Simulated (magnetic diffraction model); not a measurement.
# Magnetic neutron pattern of Ba₂AlCuBr₉

Space group P2_1 (no. 4), a = 7.1790 Å, b = 9.4120 Å, c = 12.2600 Å, β = 90.06°.

| site | atom | x | y | z |
| --- | --- | --- | --- | --- |
| 2a | Ba | 0.7566 | 0.8890 | 0.4091 |
| 2a | Ba | 0.2376 | 0.1566 | 0.0550 |
| 2a | Br | 0.5096 | 0.0459 | 0.6419 |
| 2a | Br | 0.3148 | 0.8901 | 0.8565 |
| 2a | Br | 0.0285 | 0.0452 | 0.6602 |
| 2a | Br | 0.2369 | 0.8490 | 0.4826 |
| 2a | Br | 0.8151 | 0.0118 | 0.9499 |
| 2a | Br | 0.5088 | 0.6904 | 0.6681 |
| 2a | Br | 0.4975 | 0.3252 | 0.8297 |
| 2a | Br | 0.0403 | 0.6985 | 0.6924 |
| 2a | Br | 0.9832 | 0.3390 | 0.8252 |
| 2a | Cu | 0.7527 | 0.1710 | 0.7691 |
| 2a | Al | 0.2751 | 0.8591 | 0.6761 |

This is a made-up structure (elements placed in a structure type, unrelaxed), so the numbers test the method and describe no known phase.

Only Cu is taken to order (form factors of Cu2+); orders and moment sizes are assumed, and not adapted to the symmetry. Radiation: neutrons of λ = 2.41 Å, 3° to 30°; isotropic B of 0.3 Å² (Ba), 0.49 Å² (Br), 0.44 Å² (Cu) and 0.48 Å² (Al). The intensities are simulated: I ∝ L Σ (|F_N|² + |F_M⊥|²) for unpolarised neutrons, with F_M = 2.695 fm/μB × Σ f(s) S exp(2πi Q·r) exp(−B s²) at Q = H ± k (one set where k and −k are equivalent), only the part normal to Q counting and L = 1/(sin²θ cos θ). For a modulated order the moment at position r is S exp(−2πi k·r) + c.c., with S = m/2 for a sine wave of amplitude m and S = m(u + iv)/2 for moments turning in a plane, u and v being orthogonal unit vectors in it; the phase factor of the sum at Q = H + k is then exp(2πi H·r). Form factors are spin-only for 3d ions and dipole or tabulated for f ions, scattering lengths are Sears's of 1992, and absorption is left out. A label names one of the reflections at its angle. The strongest nuclear line in the range is 100, and lines under 0.2 are left out.

Assume the order k = (0.117 0 0), a sine wave with moments along [100] (amplitudes given), 0.81 μB on Cu; signs + at (0.7527, 0.1710, 0.7691), + at (0.2473, 0.6710, 0.2309).

Predict the pattern, nuclear and magnetic parts apart.

| 2θ (°) | index | nuclear | magnetic |
| --- | --- | --- | --- |
| 11.28 | (0 0 1) | 15.3 | 0.0 |
| 18.58 | (0 1 1) | 88.1 | 0.0 |
| 18.71 | (0.117 1 -1) | 0.0 | 1.0 |
| 18.72 | (0.117 1 1) | 0.0 | 1.0 |
| 22.42 | (1 0 -1) | 1.6 | 0.0 |
| 22.44 | (1 0 1) | 1.8 | 0.0 |
| 22.59 | (0.883 1 0) | 0.0 | 0.3 |
| 22.67 | (0 0 2) | 58.4 | 0.0 |
| 22.79 | (0.117 0 -2) | 0.0 | 0.3 |
| 22.79 | (0.117 0 2) | 0.0 | 0.3 |
| 24.37 | (1 1 0) | 100.0 | 0.0 |
| 26.92 | (1 1 -1) | 20.5 | 0.0 |
| 26.94 | (1 1 1) | 4.3 | 0.0 |
| 27.14 | (0 1 2) | 40.1 | 0.0 |
| 29.67 | (0 2 0) | 11.5 | 0.0 |
| 29.76 | (0.117 2 0) | 0.0 | 0.4 |
| 29.95 | (1 0 -2) | 23.8 | 0.0 |
| 29.98 | (1 0 2) | 17.6 | 0.0 |

The strongest magnetic line in the range is (0.117 1 -1) at 18.71° (1.0). On top of the Lorentz factor, which all lines share, magnetic lines fade with angle because f falls: for Cu2+ it is 0.93, 0.75, 0.55 and 0.23 at sin θ/λ = 0.1, 0.2, 0.3 and 0.5 Å⁻¹, while nuclear lengths stay constant. The order has no net moment.
